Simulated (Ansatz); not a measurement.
# Random alloy of the diamond Si-C (dilute carbon) line, x = 0.0938 (64 atoms): geometry optimisation

Aim: bring random alloy of the diamond Si-C (dilute carbon) line, x = 0.0938 (64 atoms) to a nearby minimum of the energy and see what moves.

Main program and level: Ansatz 0.2.0; Kohn-Sham DFT, PBE, PAW (set soft_2), plane waves.

**1. The starting structure**

The cell holds 64 atoms: 58 Si and 6 C. Its edges and angles: a = 10.581 Å, b = 10.581 Å, c = 10.581 Å, α = 90.0°, β = 90.0°, γ = 90.0°. It derives from Si and C (diamond Si-C (dilute carbon)), repeated 2×2×2. Diamond Si-C (dilute carbon): 64 atoms, 6 of 64 Si sites given to C at random, cell and internal coordinates interpolated linearly between the end members (Vegard's rule); not relaxed, displaced by a Gaussian of 0.02 Å. Lattice constants are starting values near those of PBE.

Limits known from the start: The host structure and its lattice constant were typed by rule, without a check against the phase diagram.

**2. Single point at the start**

The forces at the start show how far the geometry lies from a minimum of this functional.

Contents of input.yaml:

```yaml
crystal:
  lattice:
    - [10.58099, 0.0, 0.0]
    - [0.0, 10.58099, 0.0]
    - [0.0, 0.0, 10.58099]
  atoms:
    - { symbol: Si, position: [0.00307, 0.99884, 0.999] }
    - { symbol: Si, position: [0.12297, 0.12664, 0.12065] }
    - { symbol: Si, position: [0.0033, 0.24856, 0.2506] }
    - { symbol: Si, position: [0.12453, 0.37776, 0.37111] }
    - { symbol: C, position: [0.24939, 0.99927, 0.25214] }
    - { symbol: Si, position: [0.37292, 0.12467, 0.37334] }
    - { symbol: Si, position: [0.25008, 0.2511, 0.99792] }
    - { symbol: Si, position: [0.37716, 0.3767, 0.12595] }
    - { symbol: Si, position: [0.0017, 0.99871, 0.49977] }
    - { symbol: C, position: [0.12323, 0.12449, 0.626] }
    - { symbol: Si, position: [0.99869, 0.24925, 0.7487] }
    - { symbol: Si, position: [0.1234, 0.37373, 0.87498] }
    - { symbol: C, position: [0.24789, 0.00044, 0.75314] }
    - { symbol: Si, position: [0.3764, 0.12464, 0.87332] }
    - { symbol: Si, position: [0.24859, 0.2532, 0.5001] }
    - { symbol: Si, position: [0.3738, 0.37536, 0.62897] }
    - { symbol: Si, position: [0.00023, 0.50117, 0.00057] }
    - { symbol: Si, position: [0.12433, 0.62284, 0.12434] }
    - { symbol: Si, position: [0.99961, 0.75111, 0.25159] }
    - { symbol: Si, position: [0.12676, 0.87554, 0.37667] }
    - { symbol: Si, position: [0.24857, 0.50237, 0.25097] }
    - { symbol: Si, position: [0.37444, 0.62592, 0.37486] }
    - { symbol: Si, position: [0.25214, 0.75287, 0.00413] }
    - { symbol: Si, position: [0.37236, 0.87227, 0.12405] }
    - { symbol: Si, position: [0.0003, 0.50166, 0.5006] }
    - { symbol: Si, position: [0.12118, 0.62442, 0.62657] }
    - { symbol: Si, position: [0.00043, 0.75144, 0.74958] }
    - { symbol: Si, position: [0.12462, 0.87535, 0.87578] }
    - { symbol: Si, position: [0.25037, 0.50022, 0.74873] }
    - { symbol: Si, position: [0.37571, 0.62523, 0.87713] }
    - { symbol: Si, position: [0.25227, 0.75035, 0.49929] }
    - { symbol: Si, position: [0.37379, 0.8758, 0.62515] }
    - { symbol: Si, position: [0.49935, 8.0e-05, 0.99883] }
    - { symbol: Si, position: [0.62632, 0.12415, 0.12731] }
    - { symbol: C, position: [0.50076, 0.25112, 0.24793] }
    - { symbol: Si, position: [0.62532, 0.3764, 0.3732] }
    - { symbol: Si, position: [0.7495, 6.0e-05, 0.2474] }
    - { symbol: Si, position: [0.8756, 0.1266, 0.37338] }
    - { symbol: Si, position: [0.75066, 0.24752, 0.99993] }
    - { symbol: Si, position: [0.87195, 0.37712, 0.12577] }
    - { symbol: Si, position: [0.49995, 0.99853, 0.50241] }
    - { symbol: Si, position: [0.62872, 0.12149, 0.62734] }
    - { symbol: Si, position: [0.50308, 0.25064, 0.74773] }
    - { symbol: Si, position: [0.62663, 0.37466, 0.87386] }
    - { symbol: Si, position: [0.74767, 0.00104, 0.7515] }
    - { symbol: Si, position: [0.87382, 0.12598, 0.87284] }
    - { symbol: Si, position: [0.75152, 0.25009, 0.49965] }
    - { symbol: Si, position: [0.87481, 0.37664, 0.62642] }
    - { symbol: Si, position: [0.501, 0.50026, 0.00015] }
    - { symbol: Si, position: [0.62617, 0.62544, 0.12629] }
    - { symbol: C, position: [0.49941, 0.7454, 0.25196] }
    - { symbol: Si, position: [0.62913, 0.87583, 0.37481] }
    - { symbol: Si, position: [0.74974, 0.49977, 0.25003] }
    - { symbol: Si, position: [0.87288, 0.62402, 0.37312] }
    - { symbol: Si, position: [0.75047, 0.74944, 0.00094] }
    - { symbol: Si, position: [0.87467, 0.87686, 0.1254] }
    - { symbol: C, position: [0.50414, 0.49642, 0.49878] }
    - { symbol: Si, position: [0.6267, 0.62978, 0.62453] }
    - { symbol: Si, position: [0.50008, 0.74957, 0.75252] }
    - { symbol: Si, position: [0.62446, 0.87629, 0.8744] }
    - { symbol: Si, position: [0.74759, 0.50059, 0.75095] }
    - { symbol: Si, position: [0.87744, 0.62479, 0.87383] }
    - { symbol: Si, position: [0.75106, 0.75046, 0.50053] }
    - { symbol: Si, position: [0.87486, 0.87719, 0.6257] }
kpoints:
  mp_grid: { grid: [2, 2, 2] }
hamiltonian:
  xc: pbe
scf:
  occupations: { method: fermi_dirac, width: 0.025 }
output:
  forces: true
```

Command:

```console
$ ansatz run input.yaml --threads 4 --pin off --max-ram 8192MiB --backend cpu --events-out ev --progress --plain --runs-dir out
```

The program printed:

```text
Engine: ansatz 0.2.0, aarch64-unknown-linux-gnu
Pseudopotentials: kind: paw
Pseudopotential: Si, paw, valence charge 4, recommended cutoff 420 eV (normal), Si.paw.azcp
Pseudopotential: C, paw, valence charge 4, recommended cutoff 420 eV (normal), C.paw.azcp
[... 5 lines on functional and potentials left out ...]
Crystal: 64 atoms, lattice volume = 1184.620 Å³
Basis set: ecut = 420 eV, 23031 PW (Γ), exchange–correlation on 144×144×144 points (8 copies of the dense FFT grid, shifted against one another)
Bands: 192, of which v1, the nominal top of the filled ones, is band 128 counted from 1 (127 counted from 0)
Symmetry: 1 space group operations
Space group: P1 (ITA 1), of the structure as read, at distance tolerance 1.1e-4 Å
k-points: 8
[... 5 lines on functional and potentials left out ...]
Initial density: superposition of atomic densities (neutral atoms: chi_scale 0, normalization atom), corrected by the library's trained network
Initial wavefunctions: pseudopotential atomic-orbital guess
Functional: x = pbe(κ = 0.804, μ = 0.219515), c = pbe(β = 0.066725)
SCF iter   1: F=—  HF=-38361.554282 eV  |F-HF|=—  |Δ(HF+E_count)|=         —  Δρ=2.20e-3  dr2=2.05e-1  ethr=1.77e-3  ⟨swp⟩=6.2  Hψ=7279  notcnv=0  defer=287
preconditioner: auto → Resta (q_TF=auto, 2.113 Å⁻¹)  ε∞=5.6  [insulator: Δε(μ)=0.387 eV  Ē_g=8.073 eV  σ=0.025 eV  W_gap=1.00  n_scr=178 (ndim 8)  ℏωp=17.3 eV  f_vac=0.000  D(μ)=0.01/eV (n_scr^D=0)  ε∞_Penn≈5.6]
SCF iter   2: F=—  HF=-38361.535558 eV  |F-HF|=—  |Δ(HF+E_count)|=   1.87e-2  Δρ=1.03e-3  dr2=4.55e-2  ethr=8.01e-5  ⟨swp⟩=1.8  Hψ=1811  notcnv=0  defer=428
SCF iter   3: F=—  HF=-38361.529012 eV  |F-HF|=—  |Δ(HF+E_count)|=   6.55e-3  Δρ=2.10e-4  dr2=8.01e-4  ethr=1.78e-5  ⟨swp⟩=2.5  Hψ=1653  notcnv=0  defer=100
automatic band count: iteration 3 solves 148 bands in place of 192: the levels show a gap, and the empty bands left out lie too high to hold charge; the band table lists the bands solved (type scf.n_extra_bands for more)
SCF iter   4: F=—  HF=-38361.529045 eV  |F-HF|=—  |Δ(HF+E_count)|=   3.25e-5  Δρ=4.67e-5  dr2=5.33e-5  ethr=3.13e-7  ⟨swp⟩=2.1  Hψ=1954  notcnv=0  defer=100
SCF iter   5: F=—  HF=-38361.530417 eV  |F-HF|=—  |Δ(HF+E_count)|=   1.37e-3  Δρ=1.30e-5  dr2=3.67e-6  ethr=2.08e-8  ⟨swp⟩=2.4  Hψ=1922  notcnv=0  defer=106
SCF iter   6: F=—  HF=-38361.530419 eV  |F-HF|=—  |Δ(HF+E_count)|=   2.17e-6  Δρ=3.18e-6  dr2=1.54e-7  ethr=1.43e-9  ⟨swp⟩=2.0  Hψ=2093  notcnv=0  defer=106
SCF iter   7: F=-38361.530419 eV  HF=-38361.530419 eV  |F-HF|=1.15e-9  |Δ(HF+E_count)|=   1.58e-7  Δρ=7.47e-7  dr2=1.04e-8  ethr=3.91e-11  ⟨swp⟩=4.0  Hψ=3941  notcnv=0
SCF 1 converged in 7 iterations: F = -38361.530419 eV  dr2 = 1.04e-8
  greatest PAW one-centre occupation: 0.653 electrons in one spin orbital (limit 2), on the C atom at site 9 (counted from 0), in its partial waves of l = 0
SCF converged after 7 iterations
Free energy (F): -38361.530419 eV
Harris-Foulkes:  -38361.530419 eV  (|F-HF|=1.15e-9)
Internal energy: -38361.530359 eV  (E = F + TS)
E sigma→0 (E₀):  -38361.530389 eV
Entropy (-TS):   -0.000060 eV (-0.001 meV/atom)
Fermi energy:    6.669635 eV
--- Per-component energies (eV) ---
  E_band       = 318.741366
  E_kinetic    = 2847.295416
  E_local      = -2161.267463  (includes V_loc(G=0)·N_el)
  E_nonlocal   = 1681.607752
  E_hartree    = 596.702094
  E_xc         = -3486.885897
  E_vxc        = -3064.636122  (∫ρ·V_xc dr)
  E_paw        = -30333.960851  (= ΣΔE_a)
  E_vpaw       = -177.662512  (= ΣTr[D̂ρ^β])
  E_aug_tail   = 0.000369  (compensation charges beyond the density's cutoff)
  E_ewald      = -7505.021779
  E_smearing   = -0.000060  (= −TS)
  E_closure    = 0.000000  (closes the sum)
  Σ components = -38361.530419   (vs F -38361.530419, Δ=0.00e0)
--- Forces (eV/Å), atoms counted from 1 ---
  atom   1  Si    -0.72718242     0.26582013    -0.09528383
  atom   2  Si     2.02347021    -1.59649110     1.86975114
  atom   3  Si    -0.52169091     0.35223493    -0.44444881
  atom   4  Si    -0.13011665    -0.22020745     0.83833301
  atom   5  C      0.19640596    -0.01717938    -0.12429374
  atom   6  Si     0.07737985    -0.14685287    -2.90446342
  atom   7  Si     0.49226233    -0.17213992     0.29130754
  atom   8  Si     1.34171289    -1.91530284     1.61606528
  atom   9  Si     1.46837271     2.03870077     1.68572503
  atom  10  C     -0.08004854     0.09496272    -0.03897550
  atom  11  Si     1.91053403    -1.67969275    -1.61340426
  atom  12  Si     0.08358381     0.16271161    -0.26140940
  atom  13  C      0.20759505    -0.07567394    -0.15417380
  atom  14  Si    -1.98563588    -1.29667689    -1.72369990
[...]
atom  63  Si     0.18471459     0.05561184    -0.36222328
  atom  64  Si     0.02701026     0.00862589     0.09202371
  max |Σ_I F_I| component: 7.35e-6 eV/Å
```

The job ended after 36 s (4 threads of Arm Neoverse V1, shared host; peak memory 5.6 GiB).

The column dr2 measures how far the density is from self-consistency, as an energy; F and HF (Harris–Foulkes) agree once it is small.

Numbers from this run:

| Quantity | Value |
| --- | --- |
| free energy | -38361.5304 eV |
| free energy per atom | -599.3989 eV/atom |
| SCF cycles | 7 |
| r.m.s. force component | 1.022 eV/Å |
| longest force | 4.283 eV/Å |
| Fermi energy | 6.67 eV |

The r.m.s. force component of 1.0 eV/Å sets the starting point.

Length of the force by element and coordination:

```
element  coordination  atoms  mean length of the force (eV/Å)  spread   least   most
      C           all      6                            0.248   0.103   0.130  0.459
     Si           all     58                             1.38    1.24  0.0963   4.28
```

**3. Cell and atoms relaxed**

The cell is relaxed with the atoms, since the starting lattice needn't suit this functional.

Changes to input.yaml since step 2:

```diff
@@ -15 +15,5 @@
   forces: true
+relax:
+  f_tol: 0.04
+  max_steps: 150
+  cell: {}
```

The program printed:

```text
[...]
Crystal: 64 atoms, lattice volume = 1184.620 Å³
Basis set: ecut = 420 eV, 23031 PW (Γ), exchange–correlation on 144×144×144 points (8 copies of the dense FFT grid, shifted against one another)
Bands: 192, of which v1, the nominal top of the filled ones, is band 128 counted from 1 (127 counted from 0)
Symmetry: 1 space group operations
[...]
k-points: 8
[...]
SCF iter   1: F=—  HF=-38361.554282 eV  |F-HF|=—  |Δ(HF+E_count)|=         —  Δρ=2.20e-3  dr2=2.05e-1  ethr=1.77e-3  ⟨swp⟩=6.2  Hψ=7279  notcnv=0  defer=287
[...]
SCF iter   7: F=-38361.530419 eV  HF=-38361.530419 eV  |F-HF|=2.98e-9  |Δ(HF+E_count)|=   1.96e-7  Δρ=6.66e-7  dr2=8.77e-9  ethr=3.91e-11  ⟨swp⟩=4.0  Hψ=4200  notcnv=0
SCF 1 converged in 7 iterations: F = -38361.530419 eV  dr2 = 8.77e-9
[...]
relax step   1: F+E_penalty+E_count = -38361.53041895 eV  Δ(F+E_penalty+E_count) = +0.000e0 eV  max|allowed force component| = 4.083e0 eV/Å  Δτ_max = 0.0000 Å  P = +2.887 GPa  Ω = 1184.620 Å³  (7 SCF iters, dr2 threshold 1.00e-7 eV, accepted)
[... from here on, the SCF cycles and remarks between the steps are left out ...]
relax step   2: F+E_penalty+E_count = -38369.39389247 eV  Δ(F+E_penalty+E_count) = -7.863e0 eV  max|allowed force component| = 1.901e0 eV/Å  Δτ_max = 0.1948 Å  P = +0.153 GPa  Ω = 1186.979 Å³  energy of the carried Pulay correction = -6.809e-4 eV  (6 SCF iters, dr2 threshold 6.40e-6 eV, accepted)
relax step   3: F+E_penalty+E_count = -38372.98695367 eV  Δ(F+E_penalty+E_count) = -3.593e0 eV  max|allowed force component| = 7.046e-1 eV/Å  Δτ_max = 0.2000 Å  P = -1.585 GPa  Ω = 1190.034 Å³  energy of the carried Pulay correction = -1.561e-3 eV  (6 SCF iters, dr2 threshold 6.40e-6 eV, accepted)
relax step   4: F+E_penalty+E_count = -38373.48495120 eV  Δ(F+E_penalty+E_count) = -4.980e-1 eV  max|allowed force component| = 7.975e-1 eV/Å  Δτ_max = 0.1310 Å  P = +0.692 GPa  Ω = 1156.657 Å³  energy of the carried Pulay correction = +8.176e-3 eV  (7 SCF iters, dr2 threshold 6.40e-6 eV, accepted)
relax step   5: F+E_penalty+E_count = -38373.68877065 eV  Δ(F+E_penalty+E_count) = -2.038e-1 eV  max|allowed force component| = 5.713e-1 eV/Å  Δτ_max = 0.1014 Å  P = -0.084 GPa  Ω = 1165.875 Å³  energy of the carried Pulay correction = +5.459e-3 eV  (6 SCF iters, dr2 threshold 6.40e-6 eV, accepted)
relax step   6: F+E_penalty+E_count = -38373.77188177 eV  Δ(F+E_penalty+E_count) = -8.311e-2 eV  max|allowed force component| = 3.093e-1 eV/Å  Δτ_max = 0.0684 Å  P = +0.017 GPa  Ω = 1164.137 Å³  energy of the carried Pulay correction = +5.970e-3 eV  (5 SCF iters, dr2 threshold 6.40e-6 eV, accepted)
relax step   7: F+E_penalty+E_count = -38373.77777421 eV  Δ(F+E_penalty+E_count) = -5.892e-3 eV  max|allowed force component| = 1.466e-1 eV/Å  Δτ_max = 0.0343 Å  P = +0.051 GPa  Ω = 1163.751 Å³  energy of the carried Pulay correction = +6.083e-3 eV  (5 SCF iters, dr2 threshold 5.98e-6 eV, accepted)
relax step   8: F+E_penalty+E_count = -38373.78207790 eV  Δ(F+E_penalty+E_count) = -4.304e-3 eV  max|allowed force component| = 9.775e-3 eV/Å  Δτ_max = 0.0153 Å  P = +0.004 GPa  Ω = 1164.298 Å³  energy of the carried Pulay correction = +5.922e-3 eV  (5 SCF iters, dr2 threshold 1.34e-6 eV, accepted)
relax step   9: F+E_penalty+E_count = -38373.77672483 eV  Δ(F+E_penalty+E_count) = +5.353e-3 eV  max|allowed force component| = 9.733e-3 eV/Å  Δτ_max = 0.0000 Å  P = -0.003 GPa  Ω = 1164.298 Å³  stress off target by 1.03e-2 GPa  SCF on the basis re-selected at this cell (its energy is not comparable with the rows above)  (6 SCF iters)
basis re-selected at this cell: Δ(F+E_penalty+E_count) = +5.353e-3 eV, ΔP = -0.008 GPa vs the last step (what re-selecting the basis moved, of the pressure what is left beyond the Pulay correction that the steps carried, after the strain that the cell walked since its last selection, [...]
SCF converged after 6 iterations
Free energy (F): -38373.776725 eV
[...]
Internal energy: -38373.776387 eV  (E = F + TS)
E sigma→0 (E₀):  -38373.776556 eV
Entropy (-TS):   -0.000338 eV (-0.005 meV/atom)
Fermi energy:    7.007102 eV
[...]
--- Forces (eV/Å), atoms counted from 1 ---
  atom   1  Si     0.00138110     0.00000559    -0.00158276
  atom   2  Si    -0.00273640     0.00364183    -0.00274280
  atom   3  Si     0.00305154     0.00158967    -0.00079089
  atom   4  Si     0.00422978    -0.00313665     0.00217913
  atom   5  C     -0.00042125    -0.00006294     0.00031044
  atom   6  Si    -0.00169893    -0.00220953     0.00203938
  atom   7  Si     0.00142508    -0.00145674    -0.00493094
  atom   8  Si    -0.00367885     0.00238516    -0.00290447
  atom   9  Si     0.00048520     0.00734469    -0.00371831
  atom  10  C      0.00973262     0.00056897     0.00511178
  atom  11  Si     0.00101551     0.00415509    -0.00599161
  atom  12  Si    -0.00128653    -0.00435484     0.00085973
  atom  13  C      0.00446663    -0.00706399     0.00802233
  atom  14  Si    -0.00803468    -0.00365062    -0.00031788
[...]
atom  63  Si    -0.00097399    -0.00242440    -0.00189388
  atom  64  Si    -0.00103572    -0.00143173     0.00304584
  max |Σ_I F_I| component: 3.74e-6 eV/Å
--- Stress (GPa, compression-positive) ---
        0.001063      -0.002825       0.002712
       -0.002825      -0.008238       0.002247
        0.002712       0.002247      -0.003190
  P = ⅓ Tr σ = -0.0035 GPa (-0.035 kbar)
--- Relaxed structure (8 steps of the walk, 8 accepted, 1 SCFs on fresh bases) ---
  F+E_penalty+E_count = -38373.77672483 eV   max|allowed force component| = 9.733e-3 eV/Å   (the final SCF, on the basis selected at the relaxed cell)
  cell:  # Å, volume = 1164.2979 Å³
    - [10.537999, 0.00274888, -0.00322589]
    - [0.00274888, 10.502309, -9.779906e-5]
    - [-0.00322589, -9.779906e-5, 10.520133]
  atoms:
    - { symbol: Si, position: [0.014153, 1.000023, 1.003684] }
    - { symbol: Si, position: [0.151926, 0.102271, 0.144750] }
    - { symbol: Si, position: [0.00683883, 0.241167, 0.249668] }
    - { symbol: Si, position: [0.126659, 0.367325, 0.384235] }
[...]
- { symbol: Si, position: [0.880320, 0.877725, 0.616653] }
```

Run time: 5.7 min. Hardware: 4 threads; peak memory 5.6 GiB.

The steps of the relaxation:

```
step  energy less that of the first step (eV)  largest force component (eV/Å)  pressure (GPa)  volume (Å³)
   1                                   0.0000                          4.0830            2.89      1184.62
   2                                  -7.8635                          1.9014            0.15      1186.98
   3                                 -11.4565                          0.7046           -1.58      1190.03
   4                                 -11.9545                          0.7975            0.69      1156.66
   5                                 -12.1584                          0.5713           -0.08      1165.87
   6                                 -12.2415                          0.3093            0.02      1164.14
   7                                 -12.2474                          0.1466            0.05      1163.75
   8                                 -12.2517                          0.0098            0.00      1164.30
  9*                                 -12.2463                          0.0097            0.00      1164.30
```

Relaxation steps marked * repeat the geometry before them on a plane-wave basis chosen anew for their cell, so energy and pressure can jump there.

```
     cell as run  before   after  change
           a (Å)  10.581  10.538  -0.4 %
           b (Å)  10.581  10.502  -0.7 %
           c (Å)  10.581  10.520  -0.6 %
           β (°)   90.00   90.04  +0.0 %
           γ (°)   90.00   89.97  -0.0 %
volume (Å³/atom)   18.51   18.19  -1.7 %
```

The atoms that moved most (Å, as changes of fractional coordinates times the final cell):

```
atom      dx      dy      dz  length
 Si2   0.305  -0.256   0.253   0.472
Si58  -0.251  -0.271  -0.253   0.448
Si20   0.285   0.249  -0.153   0.408
 Si9   0.323   0.176   0.169   0.405
Si11   0.292  -0.241  -0.139   0.403
Si50  -0.256   0.226   0.213   0.403
Si28   0.182   0.261  -0.245   0.401
Si34  -0.259   0.220   0.195   0.392
```

The relaxation changed the energy by -191 meV/atom, and atoms moved by 0.23 Å r.m.s., 0.47 Å at most.

[end of part 1 of 3]

[Long decimals in the printed logs are rounded to 6 places.]

[Logs are printed without paths, hosts, clocks, repeated set-up lines and the standing remarks that a program may print on its own settings, such as how far it seeks lower states.]

[Hosts, paths, dates, database ids (printed as entryN), source tags and the programs' standing remarks are cut or masked in the printed files.]

[A walk said to have stopped at its limit may instead have ended on an SCF cycle that didn't converge.]
